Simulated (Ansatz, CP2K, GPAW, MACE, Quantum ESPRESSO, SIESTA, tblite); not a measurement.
# SIESTA on Σ7 (111) twist boundary in a Pd-Ir solid solution (84 atoms): settings against a plane-wave reference, part 2 of 2

Aim: run Σ7 (111) twist boundary in a Pd-Ir solid solution (84 atoms) in SIESTA and see how near its forces come to a plane-wave reference, and at what cost.

Program: SIESTA 5.4.2; the method stands at each step. Banners and routine set-up lines are dropped from the logs; longer cuts are marked. The potentials were converted by us to PSML.

So far. Step 2 (PBE, DZP, shift 0.01 Ry, mesh 300 Ry): Forces lie 20 % from the reference's, at 0.41 times its CPU time. Step 3 (PBE, SZ, shift 0.01 Ry, mesh 300 Ry): Against the first run (20 %), the force difference from the reference is 64 %, at 0.23 times the CPU time (on 1 against 4 cores), with 840 basis functions against 1596: the smaller basis costs accuracy.

In doubt: a PseudoDojo file used here is known to give poor structures and forces (steps 2, 3, 4, 5, 6), which bears on pressures, cells, forces and phonons.

## (4) PBE, DZ, shift 0.01 Ry, mesh 300 Ry

Method: Kohn-Sham DFT, PBE, PseudoDojo 0.4.1 norm-conserving pseudopotentials (converted to PSML), numerical atomic orbitals (DZ), diagonalisation.

input.fdf

```
SystemLabel cell
NumberOfAtoms 84
NumberOfSpecies 2
%block ChemicalSpeciesLabel
  1 46 Pd
  2 77 Ir
%endblock ChemicalSpeciesLabel
LatticeConstant 1.0 Ang
%block LatticeVectors
  7.23169 0.00000 0.00000
  -3.61584 6.26283 0.00000
  0.00000 0.00000 27.38097
%endblock LatticeVectors
PAO.BasisSize DZ
PAO.EnergyShift 0.01 Ry
XC.Functional GGA
XC.Authors PBE
MeshCutoff 300 Ry
%block kgrid_Monkhorst_Pack
  1 0 0 0.0
  0 1 0 0.0
  0 0 1 0.0
%endblock kgrid_Monkhorst_Pack
SolutionMethod diagon
OccupationFunction FD
ElectronicTemperature 580 K
SCF.Mixer.Method Pulay
SCF.Mixer.Weight 0.05
SCF.Mixer.History 8
SCF.Mix Hamiltonian
MaxSCFIterations 300
SCF.DM.Tolerance 1e-04
SCF.H.Tolerance 1.0e-3 eV
WriteForces T
Write.HirshfeldPop T
Write.VoronoiPop T
Write.DM F
Write.H F
XML.Write F
AtomicCoordinatesFormat Fractional
%block AtomicCoordinatesAndAtomicSpecies
[... 84 atom lines left out: the same atoms as in the first run ...]
%endblock AtomicCoordinatesAndAtomicSpecies
```

Command:

```sh
OMP_NUM_THREADS=1 mpirun -np 2 siesta < input.fdf > output.txt
```

Standard output:

```text
Version         : 5.4.2
reinit: System Name:
reinit: System Label: cell
initatom: Reading input for the pseudopotentials and atomic orbitals ----------
Species number:   1 Atomic number:   46 Label: Pd
Species number:   2 Atomic number:   77 Label: Ir
Ground state valence configuration (from tables):   5s01  5p00  4d09  4f00
Ground state valence configuration (from tables):   6s02  6p00  5d07  5f00
---- Processing specs for species: Pd
GGA--PBE XC_GGA_X_PBE--XC_GGA_C_PBE pb
Semicore shell(s) with  8 electrons included in the valence for Pd
---- Processing specs for species: Ir
GGA--PBE XC_GGA_X_PBE--XC_GGA_C_PBE pb
Semicore shell(s) with  8 electrons included in the valence for Ir
Semicore shell(s): 4s 4p
Semicore shell(s): 5s 5p
[... lines left out ...]
Total number of electrons:  1472.000000
[... lines left out ...]
stepf: Fermi-Dirac step function
        iscf     Eharris(eV)        E_KS(eV)     FreeEng(eV)     dDmax    Ef(eV) dHmax(eV)
[... lines left out ...]
SCF Convergence by DM+H criterion
[... lines left out ...]
SCF cycle converged after 46 iterations
[... lines left out ...]
   Max    2.854019
[... lines left out ...]
   Max    2.854019    constrained
Stress tensor Voigt[x,y,z,yz,xz,xy] (kbar):      112.77      114.16       24.55       -4.57        2.40       -0.48
[... lines left out ...]
siesta: Ebs     =    -47411.188506
siesta: Eions   =    385024.726659
siesta: Ena     =     47217.103212
siesta: Ekin    =     89626.042799
siesta: Enl     =      7831.235404
siesta: DEna    =      2038.471268
siesta: DUscf   =        58.391441
siesta: Ex      =    -46215.937935
siesta: Ec      =     -2924.231262
siesta: Exc     =    -49140.169197
siesta: Eharris =   -287393.651735
siesta: Etot    =   -287393.651732
siesta: FreeEng =   -287394.638049
siesta: Final energy (eV):
siesta:  Band Struct. =  -47411.188506
siesta:       Kinetic =   89626.042799
siesta:       Hartree =   49324.759752
siesta:         Exch. =  -46215.937935
siesta:         Corr. =   -2924.231262
siesta:   Exch.-corr. =  -49140.169197
siesta:  Ion-electron = -197740.051886
siesta:       Ion-ion = -179464.233200
siesta:         Total = -287393.651732
siesta:         Fermi =      -3.093970
siesta: Stress tensor (static) (eV/Ang**3):
siesta:     0.070386   -0.000299    0.001499
siesta:    -0.000299    0.071254   -0.002853
siesta:     0.001499   -0.002853    0.015320
siesta: Cell volume =       1240.107270 Ang**3
siesta: Pressure (static):
siesta:                Solid            Molecule  Units
siesta:          -0.00056984         -0.00087274  Ry/Bohr**3
siesta:          -0.05232016         -0.08013145  eV/Ang**3
siesta:         -83.82613149       -128.38473809  kBar
    Orbital volume contribution        =          41.808250 eV
    (Free)E + p_basis*V_orbitals       =     -287352.829799 eV
    (Free)Eharris+ p_basis*V_orbitals  =     -287352.829802 eV
Hirshfeld Atomic Populations:
Atom #   charge [q] valence [e]  Species
     1    -0.201571   18.201571  Pd
     2     0.194595   16.805405  Ir
     3    -0.194590   18.194590  Pd
     4    -0.179789   18.179789  Pd
[...]
6     0.213691   16.786309  Ir
     7     0.189586   16.810414  Ir
[...]
81    -0.139988   18.139988  Pd
    82     0.187884   16.812116  Ir
    83    -0.239848   18.239848  Pd
    84     0.162504   16.837496  Ir
--------------------
 Total     0.000031
```

Elapsed: 3.5 min, on 2 MPI ranks of Arm Neoverse V1, shared host; peak memory 1.1 GiB.

Against the reference:

```
r.m.s. force component                  : 0.8662 eV/Å
r.m.s. difference of force components   : 256.1 meV/Å
longest difference of force vectors     : 877.5 meV/Å
force difference over r.m.s. force      : 38.93 %
slope of forces against the reference's : 1.292
correlation of force components         : 0.9806
pressure                                : -8.383 GPa
pressure difference                     : -12.12 GPa
```

This is a coarse setting, run to see what it loses.

Against the first run (20 %), the force difference from the reference is 39 %, at 0.49 times the CPU time (on 2 against 4 cores), with 1344 basis functions against 1596: the smaller basis costs accuracy.

## (5) RPBE, PBE potentials, DZP, shift 0.01 Ry, mesh 300 Ry

Method: Kohn-Sham DFT, RPBE, PseudoDojo 0.4.1 norm-conserving pseudopotentials (converted to PSML), numerical atomic orbitals (DZP), diagonalisation.

input.fdf: that of step 4 with these lines changed.

```diff
@@ -13,6 +13,6 @@
 %endblock LatticeVectors
-PAO.BasisSize DZ
+PAO.BasisSize DZP
 PAO.EnergyShift 0.01 Ry
 XC.Functional GGA
-XC.Authors PBE
+XC.Authors RPBE
 MeshCutoff 300 Ry
```

Command:

```sh
OMP_NUM_THREADS=1 mpirun -np 4 siesta < input.fdf > output.txt
```

Standard output:

```text
Version         : 5.4.2
reinit: System Name:
reinit: System Label: cell
initatom: Reading input for the pseudopotentials and atomic orbitals ----------
Species number:   1 Atomic number:   46 Label: Pd
Species number:   2 Atomic number:   77 Label: Ir
Ground state valence configuration (from tables):   5s01  5p00  4d09  4f00
[... lines left out ...]
        iscf     Eharris(eV)        E_KS(eV)     FreeEng(eV)     dDmax    Ef(eV) dHmax(eV)
[... lines left out ...]
SCF Convergence by DM+H criterion
[... lines left out ...]
SCF cycle converged after 46 iterations
[... lines left out ...]
   Max    2.534894
[... lines left out ...]
   Max    2.534894    constrained
Stress tensor Voigt[x,y,z,yz,xz,xy] (kbar):      -55.67      -55.95     -123.34       -5.04        2.40       -2.09
[... lines left out ...]
siesta: FreeEng =   -287510.064259
[... lines left out ...]
siesta:         Fermi =      -3.303977
[... lines left out ...]
siesta: Cell volume =       1240.107270 Ang**3
siesta: Pressure (static):
siesta:                Solid            Molecule  Units
siesta:           0.00053240          0.00021779  Ry/Bohr**3
siesta:           0.04888306          0.01999648  eV/Ang**3
siesta:          78.31929281         32.03788724  kBar
    Orbital volume contribution        =          64.759246 eV
    (Free)E + p_basis*V_orbitals       =     -287445.305013 eV
    (Free)Eharris+ p_basis*V_orbitals  =     -287445.305023 eV
Hirshfeld Atomic Populations:
Atom #   charge [q] valence [e]  Species
     1    -0.211455   18.211455  Pd
     2     0.200002   16.799998  Ir
     3    -0.203644   18.203644  Pd
     4    -0.182489   18.182489  Pd
[...]
6     0.221031   16.778969  Ir
     7     0.194077   16.805923  Ir
[...]
81    -0.143009   18.143009  Pd
    82     0.196079   16.803921  Ir
    83    -0.253624   18.253624  Pd
    84     0.166696   16.833304  Ir
--------------------
 Total     0.000001
```

Wall time 3.6 min (4 MPI ranks); peak memory 1.9 GiB.

Numbers from this run, and their distance from the reference:

- r.m.s. force component: 0.7384 eV/Å
- r.m.s. difference of force components: 135.3 meV/Å
- longest difference of force vectors: 590.5 meV/Å
- force difference over r.m.s. force: 20.58 %
- slope of forces against the reference's: 1.109
- correlation of force components: 0.9879
- pressure: 7.832 GPa
- pressure difference: 4.095 GPa

Against the first run (20 %), the force difference from the reference is 21 %, at 1.0 times the CPU time; the model has changed, so this is no error of the program alone.

## (6) PBE, DZP, shift 0.01 Ry, mesh 100 Ry

Method: Kohn-Sham DFT, PBE, PseudoDojo 0.4.1 norm-conserving pseudopotentials (converted to PSML), numerical atomic orbitals (DZP), diagonalisation.

input.fdf: that of step 5 with these lines changed.

```diff
@@ -16,4 +16,4 @@
 XC.Functional GGA
-XC.Authors RPBE
-MeshCutoff 300 Ry
+XC.Authors PBE
+MeshCutoff 100 Ry
 %block kgrid_Monkhorst_Pack
```

Standard output:

```text
Version         : 5.4.2
reinit: System Name:
reinit: System Label: cell
initatom: Reading input for the pseudopotentials and atomic orbitals ----------
Species number:   1 Atomic number:   46 Label: Pd
Species number:   2 Atomic number:   77 Label: Ir
Ground state valence configuration (from tables):   5s01  5p00  4d09  4f00
Ground state valence configuration (from tables):   6s02  6p00  5d07  5f00
---- Processing specs for species: Pd
GGA--PBE XC_GGA_X_PBE--XC_GGA_C_PBE pb
Semicore shell(s) with  8 electrons included in the valence for Pd
[... lines left out ...]
stepf: Fermi-Dirac step function
        iscf     Eharris(eV)        E_KS(eV)     FreeEng(eV)     dDmax    Ef(eV) dHmax(eV)
[... lines left out ...]
SCF Convergence by DM+H criterion
[... lines left out ...]
SCF cycle converged after 48 iterations
[... lines left out ...]
   Max    2.479903
[... lines left out ...]
   Max    2.479903    constrained
Stress tensor Voigt[x,y,z,yz,xz,xy] (kbar):      -27.59      -19.43      -82.68       -5.06        2.41        5.86
[... lines left out ...]
siesta: FreeEng =   -287457.658078
[... lines left out ...]
siesta:         Exch. =  -46154.544501
siesta:         Corr. =   -2927.706880
siesta:   Exch.-corr. =  -49082.251381
siesta:  Ion-electron = -197057.349360
siesta:       Ion-ion = -179464.480226
siesta:         Total = -287456.653144
siesta:         Fermi =      -3.388767
siesta: Stress tensor (static) (eV/Ang**3):
siesta:    -0.017219    0.003658    0.001503
siesta:     0.003659   -0.012125   -0.003160
siesta:     0.001503   -0.003160   -0.051607
siesta: Cell volume =       1240.107270 Ang**3
siesta: Pressure (static):
siesta:                Solid            Molecule  Units
siesta:           0.00029389          0.00000332  Ry/Bohr**3
siesta:           0.02698377          0.00030523  eV/Ang**3
siesta:          43.23276584          0.48903933  kBar
    Orbital volume contribution        =          62.780150 eV
    (Free)E + p_basis*V_orbitals       =     -287394.877928 eV
    (Free)Eharris+ p_basis*V_orbitals  =     -287394.877908 eV
Hirshfeld Atomic Populations:
Atom #   charge [q] valence [e]  Species
     1    -0.212680   18.212680  Pd
     2     0.201037   16.798963  Ir
     3    -0.204945   18.204945  Pd
     4    -0.183596   18.183596  Pd
[...]
6     0.223129   16.776871  Ir
     7     0.195694   16.804306  Ir
[...]
81    -0.143616   18.143616  Pd
    82     0.197899   16.802101  Ir
    83    -0.256143   18.256143  Pd
    84     0.167810   16.832190  Ir
--------------------
 Total    -0.000164
```

Run time: 1.7 min. Hardware: 4 MPI ranks; peak memory 1.2 GiB; 6.7 min of CPU time.

Against the reference:

* r.m.s. force component: 0.728 eV/Å
* r.m.s. difference of force components: 132.4 meV/Å
* longest difference of force vectors: 541.5 meV/Å
* force difference over r.m.s. force: 20.12 %
* slope of forces against the reference's: 1.092
* correlation of force components: 0.9869
* pressure: 4.323 GPa
* pressure difference: 0.5866 GPa
* energy less the same-level run's: -45.94 meV/atom
* r.m.s. force difference from the same-level run: 41.99 meV/Å

This is a coarse setting, run to see what it loses.

Against the first run (20 %), the force difference from the reference is 20 %, at 0.48 times the CPU time.

The forces add up to 0.75 eV/Å instead of zero, usually a sign of too coarse a grid.

## (7) A run with a doubtful setting

input.fdf: that of step 6 with these lines changed.

```diff
@@ -17,3 +17,3 @@
 XC.Authors PBE
-MeshCutoff 100 Ry
+MeshCutoff 300 Ry
 %block kgrid_Monkhorst_Pack
@@ -30,3 +30,3 @@
 SCF.Mix Hamiltonian
-MaxSCFIterations 300
+MaxSCFIterations 3
 SCF.DM.Tolerance 1e-04
```

Standard output:

```text
Version         : 5.4.2
reinit: System Name:
reinit: System Label: cell
initatom: Reading input for the pseudopotentials and atomic orbitals ----------
Species number:   1 Atomic number:   46 Label: Pd
Species number:   2 Atomic number:   77 Label: Ir
Ground state valence configuration (from tables):   5s01  5p00  4d09  4f00
[... lines left out ...]
Total number of electrons:  1472.000000
[... lines left out ...]
stepf: Fermi-Dirac step function
        iscf     Eharris(eV)        E_KS(eV)     FreeEng(eV)     dDmax    Ef(eV) dHmax(eV)
   scf:    1  -284802.227979  -286387.579781  -286388.225855  0.982574 -1.238194 65.511090
   scf:    2  -247715.047021  -274789.728161  -274790.307491  1.325439 -1.755215410.542094
   scf:    3  -285244.062401  -286953.481097  -286954.159031  1.262227 -1.770880 55.570167
SCF_NOT_CONV: SCF did not converge in maximum number of steps (required).
SCF_NOT_CONV: SCF did not converge in maximum number of steps (required).
Geom step, scf iteration, dDmax, dHmax:    0     3      1.262227     4.084332
Geom step, scf iteration, dDmax, dHmax:    0     3      1.262227     4.084332
ABNORMAL_TERMINATION
Stopping Program from Node:    0
ABNORMAL_TERMINATION
Stopping Program from Node:    0
ABNORMAL_TERMINATION
Stopping Program from Node:    2
[...]
ABNORMAL_TERMINATION
Stopping Program from Node:    1
ABNORMAL_TERMINATION
Stopping Program from Node:    1
```

The job ended after 21 s (4 MPI ranks; peak memory 1.8 GiB; 64 s of CPU time).

The run stopped without converging, so its numbers are no property of the system. The fault in the input: too few SCF iterations (iteration limit 3).

## (8) Side by side

Differences are against the plane-wave reference, forces as r.m.s. over components; share is that over the reference's r.m.s. force, slope the least-squares factor from reference forces to these. Total energies of different programs have different zeros and aren't compared.

| run | Δ force, r.m.s. (meV/Å) | share (%) | slope | Δ pressure (GPa) | cores | CPU time | memory (GiB) |
| --- | --- | --- | --- | --- | --- | --- | --- |
| reference | - | - | - | - | 4 | 34 min | 4.2 |
| SIESTA PBE, DZP, shift 0.01 Ry, mesh 300 Ry | 129 | 19.6 | 1.087 | -0.302 | 4 | 14 min | 1.8 |
| SIESTA PBE, SZ, shift 0.01 Ry, mesh 300 Ry (coarse) | 423 | 64.3 | 1.223 | -0.482 | 1 | 3.3 min | 0.68 |
| SIESTA PBE, DZ, shift 0.01 Ry, mesh 300 Ry (coarse) | 256 | 38.9 | 1.292 | -12.1 | 2 | 6.9 min | 1.1 |
| SIESTA RPBE, PBE potentials, DZP, shift 0.01 Ry, mesh 300 Ry | 135 | 20.6 | 1.109 | 4.10 | 4 | 14 min | 1.9 |
| SIESTA PBE, DZP, shift 0.01 Ry, mesh 100 Ry (coarse) | 132 | 20.1 | 1.092 | 0.587 | 4 | 6.7 min | 1.2 |

Rows marked coarse use a setting chosen to be so.

CPU time is summed over cores on a shared host, where runs went side by side, so it is rough. Symmetry, cutoffs, thresholds, outputs and thread counts weren't matched or tuned between programs; memory under MPI is the largest rank's times the ranks.

Within one program, basis, potentials and functional, energies share a zero. Each run against its twin at the usual cutoff or grid and solver:

| run | twin | Δ energy (meV/atom) | Δ force, r.m.s. (meV/Å) | CPU time over the twin's |
| --- | --- | --- | --- | --- |
| SIESTA PBE, DZP, shift 0.01 Ry, mesh 100 Ry | DZP, shift 0.01 Ry, mesh 300 Ry | -45.9 | 42.0 | 0.47 |

## (9) Outcome

```yaml
nearest_in_forces: a tie at 20 % of 2 runs: SIESTA PBE, DZP, shift 0.01 Ry, mesh 300 Ry; SIESTA PBE, DZP, shift 0.01 Ry, mesh 100 Ry (coarse)
```

The PBE run in local orbitals, coarse settings apart, differs by 20 % (SIESTA PBE, DZP, shift 0.01 Ry, mesh 300 Ry); basis, grid and potentials can all enter. Rows with another functional or a dispersion term differ by 21 % (SIESTA RPBE, PBE potentials, DZP, shift 0.01 Ry, mesh 300 Ry), which mixes the change of model with differences of basis and potentials, some of them made for another functional. Runs with settings chosen to be coarse differ by 20 % (SIESTA PBE, DZP, shift 0.01 Ry, mesh 100 Ry) to 64 % (SIESTA PBE, SZ, shift 0.01 Ry, mesh 300 Ry), their programs' other errors included. Of the electronic-structure runs that take under half the reference's CPU time, SIESTA PBE, DZP, shift 0.01 Ry, mesh 300 Ry is among the nearest, at 20 % in 14 min against 34 min. SIESTA PBE, DZ, shift 0.01 Ry, mesh 300 Ry stiffens the forces by a factor of 1.29 while following their directions (correlation 0.981). In pressure, SIESTA PBE, DZ, shift 0.01 Ry, mesh 300 Ry misses by -12.1 GPa, at the same functional. The potentials hold different valence shells: 1392 electrons in the reference, 1472 in SIESTA; this bears on time and differences. The reference's pressure holds the uncorrected Pulay stress of its 45 Ry basis, so small pressure differences, and their order, may be the reference's own error. A potential file of the SIESTA runs is in doubt, which bears on their forces and pressure. The reference's stress is far from hydrostatic: its diagonal is 0.4, 0.4, 10.5 GPa, compression counted positive. The host structure and its lattice constant were typed by rule, without a check against the phase diagram. The reference's pressure of 3.7 GPa belongs to unrelaxed atoms and would change as they relax. The electronic-structure runs sample only Γ, in a cell whose shortest periodic width is 6 Å, which is coarse for a cell with partly filled levels. Spin–orbit coupling is left out, which matters for the levels of the heavy elements.

[Long decimals in the printed logs are rounded to 6 places.]

[Also dropped from logs without a mark: lines with file paths, logging warnings of Python, QE's lines on negative density and diagonalisation, SIESTA's first energy breakdown, zero terms and Voronoi charges.]

[Logs are printed without paths, hosts, clocks, repeated set-up lines and the standing remarks that a program may print on its own settings, such as how far it seeks lower states.]

[Hosts, paths, dates, database ids (printed as entryN), source tags and the programs' standing remarks are cut or masked in the printed files.]

[Most failed runs of this program on this cell are left out, timed-out ones always.]
